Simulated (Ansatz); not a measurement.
# Electron scattering at the Σ11 (113) boundary in fcc Cu, part 2 of 3

Wanted: what the Σ11 (113) boundary in fcc Cu costs an interconnect.

Ansatz 0.2.0; Ansatz plane-wave DFT, PBE, PAW files; relaxation of a bicrystal slab with its lowest layers held; PAW set soft_1 (the session's first sound run).

So far. Step 2 (Relaxing the bicrystal): The largest force component on a free atom ends at 0.028 eV/Å, under the tolerance of 0.03, after 5 steps.

### 3. Transmission across the boundary

Bulk layers of each grain are laid under and over the relaxed boundary, and a lead is named in the middle of each, away from the free faces. The mesh across the current, 26×26, is finer than the density's, because channels open and close sharply across the zone. Energies from -0.1 to 0.1 eV in steps of 0.05 eV are too few for the program's thermal sum, so it prints no conductance; for a metal the transmission near the Fermi level serves, at a fraction of the cost.

This step: Ansatz plane-wave DFT, PBE, PAW files; ballistic transport by layer matching (Landauer), zero bias; boundary relaxed in a short slab, bulk layers laid on; PAW set soft_1 (Ansatz 0.2.0).

System of this step: Σ11 (113) boundary in fcc Cu. The cell holds 40 atoms: 40 Cu. Cell: a = 2.556 Å, b = 4.427 Å, c = 50.751 Å, α = 90.0°, β = 90.0°, γ = 73.2°. It derives from Cu. Regions: lower grain, 16 atoms (16 Cu); boundary, 11 atoms (11 Cu); upper grain, 13 atoms (13 Cu). Vacuum lies along c.

Contents of input.yaml:

```yaml
crystal:
  lattice:
    - [2.5561627297, 0.0, 0.0]
    - [1.2780813649, 4.2389163388, 0.0]
    - [0.0, 0.0, 50.7510763418]
  atoms:
    - { symbol: Cu, position: [5.7272727275, -11.4545454546, 0.0788160624] }
    - { symbol: Cu, position: [5.4545454547, -10.9090909091, 0.1002924828] }
    - { symbol: Cu, position: [5.181818182, -10.3636363637, 0.1217689032] }
    - { symbol: Cu, position: [4.9090909092, -9.8181818182, 0.1432453235] }
    - { symbol: Cu, position: [4.6363636365, -9.2727272728, 0.1647217439] }
    - { symbol: Cu, position: [4.3636363638, -8.7272727273, 0.1861981643] }
    - { symbol: Cu, position: [4.090909091, -8.1818181818, 0.2076745847] }
    - { symbol: Cu, position: [3.8181818183, -7.6363636364, 0.2291510051] }
    - { symbol: Cu, position: [3.5454545456, -7.0909090909, 0.2506274254] }
    - { symbol: Cu, position: [3.2727272728, -6.5454545455, 0.2721038458] }
    - { symbol: Cu, position: [3.0000000001, -6.0, 0.2935802662] }
    - { symbol: Cu, position: [2.7272727273, -5.4545454546, 0.3150566866] }
    - { symbol: Cu, position: [2.4545454546, -4.9090909091, 0.336533107] }
    - { symbol: Cu, position: [2.1818181819, -4.3636363637, 0.3580095273] }
    - { symbol: Cu, position: [1.9090909091, -3.8181818182, 0.3794859477] }
    - { symbol: Cu, position: [1.6363636364, -3.2727272728, 0.4009623681] }
    - { symbol: Cu, position: [0.3636363636, 0.2727272727, 0.4224387885] }
    - { symbol: Cu, position: [0.092253023, 0.8154939541, 0.4445478147] }
    - { symbol: Cu, position: [0.8212033768, 0.3575932463, 0.4654596546] }
    - { symbol: Cu, position: [0.548453962, 0.903092076, 0.4881533989] }
    - { symbol: Cu, position: [0.277071783, 0.4458564339, 0.5082270622] }
    - { symbol: Cu, position: [0.0051733113, -0.0103466226, 0.5323168224] }
    - { symbol: Cu, position: [0.2762988668, 0.4474022664, 0.5561159479] }
    - { symbol: Cu, position: [0.5478309871, 0.9043380258, 0.5765572046] }
    - { symbol: Cu, position: [0.8203083412, 0.3593833177, 0.5988975363] }
    - { symbol: Cu, position: [0.0919284745, 0.816143051, 0.6202350064] }
    - { symbol: Cu, position: [0.364360422, 0.271279156, 0.6419904727] }
    - { symbol: Cu, position: [1.6370876948, -3.2741753895, 0.663466893] }
    - { symbol: Cu, position: [1.9098149675, -3.8196299349, 0.6849433134] }
    - { symbol: Cu, position: [2.1825422402, -4.3650844804, 0.7064197338] }
    - { symbol: Cu, position: [2.455269513, -4.9105390258, 0.7278961542] }
    - { symbol: Cu, position: [2.7279967857, -5.4559935713, 0.7493725746] }
    - { symbol: Cu, position: [3.0007240584, -6.0014481168, 0.7708489949] }
    - { symbol: Cu, position: [3.2734513312, -6.5469026622, 0.7923254153] }
    - { symbol: Cu, position: [3.5461786039, -7.0923572077, 0.8138018357] }
    - { symbol: Cu, position: [3.8189058767, -7.6378117531, 0.8352782561] }
    - { symbol: Cu, position: [4.0916331494, -8.1832662986, 0.8567546765] }
    - { symbol: Cu, position: [4.3643604221, -8.728720844, 0.8782310968] }
    - { symbol: Cu, position: [4.6370876949, -9.2741753895, 0.8997075172] }
    - { symbol: Cu, position: [4.9098149676, -9.8196299349, 0.9211839376] }
kpoints:
  mp_grid: { grid: [10, 10, 1] }
hamiltonian:
  xc: pbe
  pseudopotentials: { kind: paw, azcp: { folder: soft_1 } }
scf:
  occupations: { method: fermi_dirac, width: 0.1 }
output:
  transmission:
    leads: [[9, 10], [32, 33]]
    kmesh: [26, 26]
    e_range: [-0.1, 0.1]
    de: 0.05
  write_potential: true
  write_density: true
  volumetric_format: npy
  elf: true
```

Run with:

```
$ ansatz run input.yaml --threads 4 --pin off --max-ram 15360MiB --backend cpu --events-out ev --progress --plain --runs-dir out
```

Numbers of over 12 decimals in the logs are rounded to 6 here.

What it wrote:

```text
[...]
Crystal: 40 atoms, lattice volume = 549.906 Å³
Basis set: ecut = 420 eV, 10879 PW (Γ)
Bands: 456, of which v1, the nominal top of the filled ones, is band 380 counted from 1 (379 counted from 0)
Symmetry: 2 space group operations
[...]
k-points: 31 of 100 (time reversal used)
[...]
SCF iter   1: F=—  HF=-265040.726337 eV  |F-HF|=—  |Δ(HF+E_count)|=         —  Δρ=2.45e-1  dr2=1.99e2  ethr=3.10e-3  ⟨swp⟩=4.8  Hψ=44872  notcnv=0  defer=1180
[...]
SCF iter  14: F=-265005.086773 eV  HF=-265005.086773 eV  |F-HF|=5.10e-8  |Δ(HF+E_count)|=   2.02e-8  Δρ=3.21e-6  dr2=7.06e-8  ethr=1.32e-11  ⟨swp⟩=10.3  Hψ=60519  notcnv=0
SCF 1 converged in 14 iterations: F = -265005.086773 eV  dr2 = 7.06e-8
[...]
transmission: 882 of 8784 steps passed
transmission: 1758 of 8784 steps passed
[...]
transmission: 8784 of 8784 steps passed
WARN: The output density's exchange-correlation potential varies sharply where the density is thin. Do not read a vacuum level from v_tot or v_xc, or from such a field of the output density. On a cell that repeats whose density bears no net charge and no dipole along the vacuum's axis use v_es (v_loc + v_h of the components); under efield.dipole_correction with no amplitude use v_es + v_field, which holds any externa [...]
SCF converged after 14 iterations
Free energy (F): -265005.086773 eV
[...]
Internal energy: -265004.650173 eV  (E = F + TS)
E sigma→0 (E₀):  -265004.868473 eV
Entropy (-TS):   -0.436600 eV (-10.915 meV/atom)
Fermi energy:    13.444632 eV
[...]
--- Band table (eV; the first three rows and the last of 31) ---
  k-point 0: bands = [... 376 lower, 12.3530, 12.5567, 12.6949, 12.7673, 13.0965, 13.1327, 13.4018, 13.6014, ... 72 higher]
  k-point 1: bands = [... 376 lower, 12.1838, 12.3316, 12.4168, 12.6563, 12.7432, 12.9923, 13.1190, 13.3053, ... 72 higher]
  k-point 2: bands = [... 376 lower, 12.0199, 12.0203, 12.1653, 12.2809, 12.3844, 12.6133, 12.6403, 12.8581, ... 72 higher]
  k-point 30: bands = [... 376 lower, 14.0771, 14.1158, 14.1980, 14.3109, 14.3414, 14.3635, 14.4813, 14.5153, ... 72 higher]
--- Transmission ---
  basis      : 99 plane waves across, 48 finite elements along
  points     : 183, standing for a mesh of 26 x 26
  energies   : 5 from -0.100000 to 0.100000 eV about the Fermi level, 0.050000 eV apart; the leads are filled to 0.000000 eV, and channels, transmission and decay are at 0.000000 eV
  crystal 0  : Cu2, at the sites [9, 10], period 2.1799 Å, over 18.53 Å; its Hamiltonian steps by up to 2.7 meV
    offset         : up to 0.0000 Å between an atom of the period and one for which it stands
    channels       : 1.560651e0 a spin
    conductance    : none, the energies end too early or step too widely for 300 K: set another output.transmission.e_range or a lower de, or, where they end at an eighth of basis.ecutwfc, a higher one
[...]
channels       : 1.560651e0 a spin
[...]
junction   : crystal 0 to crystal 1, 13.26 to 38.58 Å
    transmission   : 1.454317e0 a spin
[...]
```

The job ended after 17 min (4 threads of Arm Neoverse V2, shared host; peak memory 10 GiB; 65 min of CPU time).

Numbers from this step:

```
free energy                                    : -265005.0868 eV
energy at zero smearing                        : -265004.8685 eV
Fermi energy                                   : 13.44 eV
cell area                                      : 10.84 Å²
transmission per spin nearest the Fermi level  : 1.454
open channels per spin nearest the Fermi level : 1.561
open channels per spin, upper lead             : 1.561
step of the lead's potential                   : 2.7 meV
step of the upper lead's potential             : 2.8 meV
```

Per spin. The transmission, zone mean by energy, zero at the Fermi level:

```
energy (eV)  transmission, zone mean
    -0.1000                     1.45
    -0.0500                     1.45
     0.0000                     1.45
     0.0500                     1.45
     0.1000                     1.45
```

Per spin. Table of open channels, zone mean, lead = upper lead by energy, zero at the Fermi level:

```
energy (eV)  open channels, zone mean, lead = upper lead
    -0.1000                                         1.53
    -0.0500                                         1.55
     0.0000                                         1.56
     0.0500                                         1.56
     0.1000                                         1.56
```

Transmission over k1 and k2. At 0.0000 eV from the Fermi level.

Ten even steps from '_' (0.00) to '@' (2.00):
```
--====@@@@@@@@@@@@@@##__________@@@@@@@@@@@@%%======
====##@@@@@@@@@@@@@@##________**@@@@@@@@@@@@========
====@@@@@@@@@@@@@@@@%%________@@@@@@@@@@@@==========
====@@@@@@@@@@@@@@@@@@**__##@@@@@@@@@@@@============
==++@@@@@@@@@@@@@@@@@@@@@@@@@@@@@@@@@@%%============
==%%@@@@@@@@@@@@@@@@@@@@@@@@@@@@@@@@@@==============
==++@@@@@@@@@@@@@@@@@@@@@@@@@@@@@@@@================
====@@@@@@@@@@@@@@@@@@@@@@@@@@@@@@%%================
====##@@@@@@@@@@@@@@@@@@@@@@@@@@@@==================
======++%%@@@@@@@@@@@@@@@@@@@@@@%%==================
==============%%@@@@@@@@@@@@@@@@====================
--================%%@@@@@@@@@@@@====================
--==================%%@@@@@@@@@@%%==================
--====================@@@@@@@@@@@@%%================
======================@@@@@@@@@@@@@@@@%%============
====================%%@@@@@@@@@@@@@@@@@@@@@@%%++====
====================@@@@@@@@@@@@@@@@@@@@@@@@@@@@##==
==================%%@@@@@@@@@@@@@@@@@@@@@@@@@@@@@@==
==================@@@@@@@@@@@@@@@@@@@@@@@@@@@@@@@@++
================@@@@@@@@@@@@@@@@@@@@@@@@@@@@@@@@@@%%
==============%%@@@@@@@@@@@@@@@@@@@@@@@@@@@@@@@@@@++
==============@@@@@@@@@@@@##__**@@@@@@@@@@@@@@@@@@==
============@@@@@@@@@@@@________%%@@@@@@@@@@@@@@@@==
==========@@@@@@@@@@@@**________##@@@@@@@@@@@@@@##==
--======%%@@@@@@@@@@@@__________##@@@@@@@@@@@@@@====
--====++@@@@@@@@@@@@%%__________%%@@@@@@@@@@@@++====
```
Columns: k1 (b1) from -0.5 to 0.462; rows upwards: k2 (b2) from -0.5 to 0.462.

Open channels over k1 and k2. At 0.0000 eV from the Fermi level.

Ten even steps from '_' (1.00) to '@' (2.00):
```
______@@@@@@@@@@@@@@@@__________@@@@@@@@@@@@@@______
____@@@@@@@@@@@@@@@@@@________@@@@@@@@@@@@@@________
____@@@@@@@@@@@@@@@@@@________@@@@@@@@@@@@__________
____@@@@@@@@@@@@@@@@@@@@__@@@@@@@@@@@@@@____________
__@@@@@@@@@@@@@@@@@@@@@@@@@@@@@@@@@@@@@@____________
__@@@@@@@@@@@@@@@@@@@@@@@@@@@@@@@@@@@@______________
__@@@@@@@@@@@@@@@@@@@@@@@@@@@@@@@@@@________________
____@@@@@@@@@@@@@@@@@@@@@@@@@@@@@@@@________________
____@@@@@@@@@@@@@@@@@@@@@@@@@@@@@@__________________
______@@@@@@@@@@@@@@@@@@@@@@@@@@@@__________________
______________@@@@@@@@@@@@@@@@@@____________________
__________________@@@@@@@@@@@@@@____________________
____________________@@@@@@@@@@@@@@__________________
______________________@@@@@@@@@@@@@@________________
______________________@@@@@@@@@@@@@@@@@@____________
____________________@@@@@@@@@@@@@@@@@@@@@@@@@@@@____
____________________@@@@@@@@@@@@@@@@@@@@@@@@@@@@@@__
__________________@@@@@@@@@@@@@@@@@@@@@@@@@@@@@@@@__
__________________@@@@@@@@@@@@@@@@@@@@@@@@@@@@@@@@@@
________________@@@@@@@@@@@@@@@@@@@@@@@@@@@@@@@@@@@@
______________@@@@@@@@@@@@@@@@@@@@@@@@@@@@@@@@@@@@@@
______________@@@@@@@@@@@@@@__@@@@@@@@@@@@@@@@@@@@__
____________@@@@@@@@@@@@________@@@@@@@@@@@@@@@@@@__
__________@@@@@@@@@@@@@@________@@@@@@@@@@@@@@@@@@__
________@@@@@@@@@@@@@@__________@@@@@@@@@@@@@@@@____
______@@@@@@@@@@@@@@@@__________@@@@@@@@@@@@@@@@____
```
Columns: k1 (b1) from -0.5 to 0.462; rows upwards: k2 (b2) from -0.5 to 0.462.

Electrostatic potential energy in the ca plane at fractional y = 0.180, with atoms of Cu within 0.2 Å of it. With pseudopotentials it is smooth inside the atoms' cores, unlike the true potential.

Ten even steps from '0' (-47 eV) to '9' (18 eV), each cell a mean:
```
00389999999756899998767899999984000599999999
00489888999867899999777999888995102699999999
44798755899988999999888998656898545899999999
88997312699999999999999997213799888999999999
99997201589999999999999996102699999999999999
78998412699999999999999997313799878999999999
34798756899888999999888998657897435899999999
00489988999767899999767899889995101699999999
```
Columns run along c (16.0 Å, from fractional 0.68 to 1.00 of the cell; values clipped at the 3rd and 97th percentile), rows up along a (2.6 Å). Atoms in or near the plane, at fractional coordinates: Cu at (0.68, 0.91), Cu at (0.92, 0.91).

ELF in the ca plane at fractional y = 0.180, with atoms of Cu within 0.2 Å of it. It is the smooth field of the valence electrons, not physical close to the nuclei.

Ten even steps from '0' (0.00) to '9' (0.72), each cell a mean:
```
96223333332222223332222234333322594211100000
43223222332222233332222233222222352211100000
22222222233222333333222232222222222221100000
22332222223323333323332322222223222222100000
23332232223333322223333322232223333332100000
22232222223223333333322322222222222222100000
22222222233222233333222232222222222221100000
54223222332222233332222233222222353211100000
```
Columns run along c (16.0 Å, from fractional 0.68 to 1.00 of the cell), rows up along a (2.6 Å). Atoms in or near the plane, at fractional coordinates: Cu at (0.68, 0.91), Cu at (0.92, 0.91).

Valence density in the ca plane at fractional y = 0.180, with atoms of Cu within 0.2 Å of it. It is the smooth field of the valence electrons, not physical close to the nuclei.

Ten steps, logarithmic in the rise over the least value, from '0' (0 e/Å³) to '9' (58 e/Å³), each cell a mean:
```
98410000000121100000121100000013897200000000
77310011000111000000111000110002685200000000
33100132100010000000010001222101232100000000
11001365200000000000000001454100110000000000
00001476200000000000000002575200000000000000
11001354200000000000000001454100111000000000
44100122100011000000110001221101343100000000
87310010000111000000111000010002686200000000
```
Columns run along c (16.0 Å, from fractional 0.68 to 1.00 of the cell), rows up along a (2.6 Å). Atoms in or near the plane, at fractional coordinates: Cu at (0.68, 0.91), Cu at (0.92, 0.91).

Over the solved energies the transmission per spin lies between 1.45 and 1.45, out of 1.55 channels of the lead on average (up to 1.56).

### 4. Specific resistance

This step: Ansatz plane-wave DFT, PBE, PAW files; ballistic transport by layer matching (Landauer), zero bias; specific resistance of the boundary; PAW set soft_1 (Ansatz 0.2.0).

Numbers from this step:

```yaml
area_resistance: 0.06294 fΩ m²
t_over_the_leads_mean_channel_count: 0.9347
```

Averaged over the energies near the Fermi level, 93.5 % of the channels pass, which makes 0.0629 fΩ m².

By hand, with T and the leads' channels N averaged over the energies near the Fermi level: RA = A (h/2e²)(1/T − ½[1/N₁ + 1/N₂]) = 10.84×10⁻²⁰ m² × 12 906 Ω × (1/1.450 − ½[1/1.552 + 1/1.552]) = 0.0629 fΩ m².

(Part 2 of 3 ends here.)

[Logs are printed without paths, hosts, clocks, repeated set-up lines and the standing remarks that a program may print on its own settings, such as how far it seeks lower states.]

[Hosts, paths, dates, database ids (printed as entryN), source tags and the programs' standing remarks are cut or masked in the printed files.]
